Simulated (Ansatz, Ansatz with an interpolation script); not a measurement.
# AcOCl (P4/nmm): what limits a Wannier interpolation of GW, part 2 of 2

How do the Wannier model and the GW settings move the interpolated bands of AcOCl (P4/nmm)?

Ansatz 0.2.0; maximally localised Wannier functions, LDA, plane waves, PAW; PAW set ansatz+soft_1. Known limits of the many-body steps: not at the basis limit; f levels unsure; no spin-orbit coupling; coarse k mesh.

So far. Step 3 (Wannier model on 4×4×2): Near the gap the model misses directly solved bands by 7.6 meV r.m.s. and by 39 meV at most in the window tested. This tests the starting bands, not the corrections carried with them.

The database entry behind the starting cell is an old determination (1949), so it need not match the best structure at ambient conditions.

**5. G0W0: 4×4×2 mesh, 533 empty bands, screening to 150 eV, PAW set soft_1 files**

Now the one-shot GW correction: screening in the RPA, then the self-energy of the levels asked for.

This step: G0W0 on LDA, plane waves, PAW; PAW set ansatz+soft_1.

File input.yaml:

```yaml
crystal:
  lattice:
    - [4.25, 0.0, 0.0]
    - [0.0, 4.25, 0.0]
    - [0.0, 0.0, 7.08]
  atoms:
    - { symbol: Ac, position: [0.0, 0.5, 0.18] }
    - { symbol: Ac, position: [0.5, 0.0, 0.82] }
    - { symbol: Cl, position: [0.0, 0.5, 0.64] }
    - { symbol: Cl, position: [0.5, 0.0, 0.36] }
    - { symbol: O, position: [0.0, 0.0, 0.0] }
    - { symbol: O, position: [0.5, 0.5, 0.0] }
kpoints:
  mp_grid: { grid: [4, 4, 2] }
hamiltonian:
  xc: lda
  pseudopotentials:
    kind: paw
    azcp: { Cl: "soft_1/Cl.paw.azcp", O: "soft_1/O.paw.azcp" }
    xc_functional: pbe
scf:
  occupations: { method: fixed }
gw:
  n_empty_bands: 533
  ecut_chi: 150.0
  qp_bands: [v12, c1]
  screening: { model: contour_deformation }
```

Command:

```
> ansatz run input.yaml --threads 8 --pin off --max-ram 18432MiB --backend cpu --events-out ev --progress --plain --runs-dir out
```

Numbers of over 12 decimals in the logs are rounded to 6 here.

What it wrote:

```text
[...]
Crystal: 6 atoms, lattice volume = 127.883 Å³
Basis set: ecut = 590 eV, 4193 PW (Γ)
Bands: 41, of which v1, the nominal top of the filled ones, is band 34 counted from 1 (33 counted from 0)
Symmetry: 16 space group operations
[...]
k-points: 12 of 32
[...]
0    30      7.7229   -23.5647     3.8216   -18.8704  0.7659     6.8405     6.8503  root
[...]
11    32      8.3568   -23.6653     3.5696   -19.2185  0.7703     7.4708     7.4797  root
    11    33      8.6833   -24.7171     4.0601   -19.9770  0.7612     7.9978     8.0033  root
    11    34      8.6833   -24.7171     4.0601   -19.9770  0.7612     7.9978     8.0033  root
    11    35     15.3814    -8.4093    -4.8937   -14.6209  0.8211    16.7163    16.6993  root
[key lines of the parts left out:]
SCF converged after 9 iterations
Free energy (F): -34565.400488 eV
Fermi energy:    8.899966 eV
```

Wall time 1.7 min (8 threads of AMD EPYC 9B45 (Zen 5), shared host); peak memory 5 GiB.

The G0W0 gap on the mesh is 5.671 eV.

**6. G0W0: 4×4×2 mesh, 247 empty bands, screening to 90 eV, PAW set soft_1 files**

Edit input.yaml of step 5 so:

```diff
@@ -23,4 +23,4 @@
 gw:
-  n_empty_bands: 533
-  ecut_chi: 150.0
+  n_empty_bands: 247
+  ecut_chi: 90
   qp_bands: [v12, c1]
```

What it wrote:

```text
[...]
Crystal: 6 atoms, lattice volume = 127.883 Å³
Basis set: ecut = 590 eV, 4193 PW (Γ)
Bands: 41, of which v1, the nominal top of the filled ones, is band 34 counted from 1 (33 counted from 0)
Symmetry: 16 space group operations
[...]
k-points: 12 of 32
[...]
0    30      7.7229   -23.5647     4.0674   -18.8704  0.7701     7.0911     7.0960  root
[...]
11    32      8.3568   -23.6653     3.8283   -19.2185  0.7746     7.7341     7.7383  root
    11    33      8.6833   -24.7171     4.3114   -19.9770  0.7659     8.2525     8.2546  root
    11    34      8.6833   -24.7171     4.3114   -19.9770  0.7659     8.2525     8.2546  root
    11    35     15.3814    -8.4093    -4.7068   -14.6209  0.8229    16.9088    16.8862  root
[key lines of the parts left out:]
SCF converged after 9 iterations
Free energy (F): -34565.400488 eV
Fermi energy:    8.899966 eV
```

Elapsed: 33 s, on 8 threads; peak memory 2.2 GiB; 3.8 min of CPU time.

The G0W0 gap on the mesh is 5.531 eV.

**7. G0W0: 4×4×2 mesh, 533 empty bands, screening to 150 eV, plasmon pole, PAW set soft_1 files**

Edit input.yaml of step 6 so:

```diff
@@ -23,5 +23,5 @@
 gw:
-  n_empty_bands: 247
-  ecut_chi: 90
+  n_empty_bands: 533
+  ecut_chi: 150.0
   qp_bands: [v12, c1]
-  screening: { model: contour_deformation }
+  screening: { model: godby_needs }
```

What it wrote:

```text
[...]
Crystal: 6 atoms, lattice volume = 127.883 Å³
Basis set: ecut = 590 eV, 4193 PW (Γ)
Bands: 41, of which v1, the nominal top of the filled ones, is band 34 counted from 1 (33 counted from 0)
Symmetry: 16 space group operations
[...]
k-points: 12 of 32
[...]
0    30      7.7229   -23.5647     3.8500   -18.8704  0.7879     6.8738     6.8786  root
[...]
11    32      8.3568   -23.6653     3.6097   -19.2185  0.7897     7.5139     7.5198  root
    11    33      8.6833   -24.7171     4.1124   -19.9770  0.7811     8.0535     8.0557  root
    11    34      8.6833   -24.7171     4.1124   -19.9770  0.7811     8.0535     8.0557  root
    11    35     15.3814    -8.4093    -4.8443   -14.6209  0.8355    16.7588    16.7487  root
[key lines of the parts left out:]
SCF converged after 9 iterations
Free energy (F): -34565.400488 eV
Fermi energy:    8.899966 eV
```

Wall time 3.2 min (8 threads); peak memory 5 GiB; 24 min of CPU time.

The G0W0 gap on the mesh is 5.621 eV.

**8. Interpolated results**

Times are wall times on 8 threads of AMD EPYC 9B45 (Zen 5), shared host, good to a factor of about two.

```tsv
GW mesh	empty bands	cutoff (eV)	frequency	gap on mesh (eV)	gap over zone (eV)	direct gap (eV)	valence width (eV)	GW time
4×4×2	533	150	contour deformation	5.671	5.633	5.793	4.061	1.7 min
4×4×2	247	90	contour deformation	5.531	5.495	5.650	4.143	33 s
4×4×2	533	150	plasmon pole	5.621	5.582	5.749	4.208	3.2 min
```

**9. Outcome**

- 4×4×2 mesh, 533 empty bands, screening to 150 eV, PAW set soft_1 files: 5.63 eV
- 4×4×2 mesh, 247 empty bands, screening to 90 eV, PAW set soft_1 files: 5.50 eV
- 4×4×2 mesh, 533 empty bands, screening to 150 eV, plasmon pole, PAW set soft_1 files: 5.58 eV

In words: The largest change, −0.14 eV in the gap over the zone, comes with 4×4×2 mesh, 247 empty bands, screening to 90 eV, PAW set soft_1 files. The first run is a reference, not a converged one, and where a row moves several settings no single cause can be named. Coarser Wannier mesh (4×4×2): the miss near the gap goes from under 1 (the model on 8×8×4) to 8 meV and the total spread from 74.2 to 66.6 Å². With 4×4×2 mesh, 247 empty bands, screening to 90 eV, PAW set soft_1 files the gap over the zone moves by −0.14 eV and that on the mesh by −0.14 eV. With 4×4×2 mesh, 533 empty bands, screening to 150 eV, plasmon pole, PAW set soft_1 files the gap over the zone moves by −0.05 eV and that on the mesh by −0.05 eV. Gaps over the zone and on the mesh differ where an edge lies off the mesh, or where a GW run starts from another density: the starting gap over the zone is 4.063 eV, on the GW meshes it is 4.065 eV. The 4×4×2 mesh is coarse for this cell (its supercell is 14 Å along the shortest edge). The RPA ε∞ on it, from the LDA start, is 3.85 and 4.05; such meshes misread the long-range screening, most where the gap is narrow. The compound holds f electrons or empty f levels, where one-shot G0W0 is unsure. The many-body steps are scalar-relativistic: spin-orbit coupling is not in them.

[Paths, hosts, dates, memory and timing lines, banners, echoed tables and standing remarks are left out of the program output.]

[Logs are printed without paths, hosts, clocks, repeated set-up lines and the standing remarks that a program may print on its own settings, such as how far it seeks lower states.]

[Runs of the session that timed out or met a known fault of the program may be left out.]

[Hosts, paths, dates, database ids (printed as entryN), source tags and the programs' standing remarks are cut or masked in the printed files.]
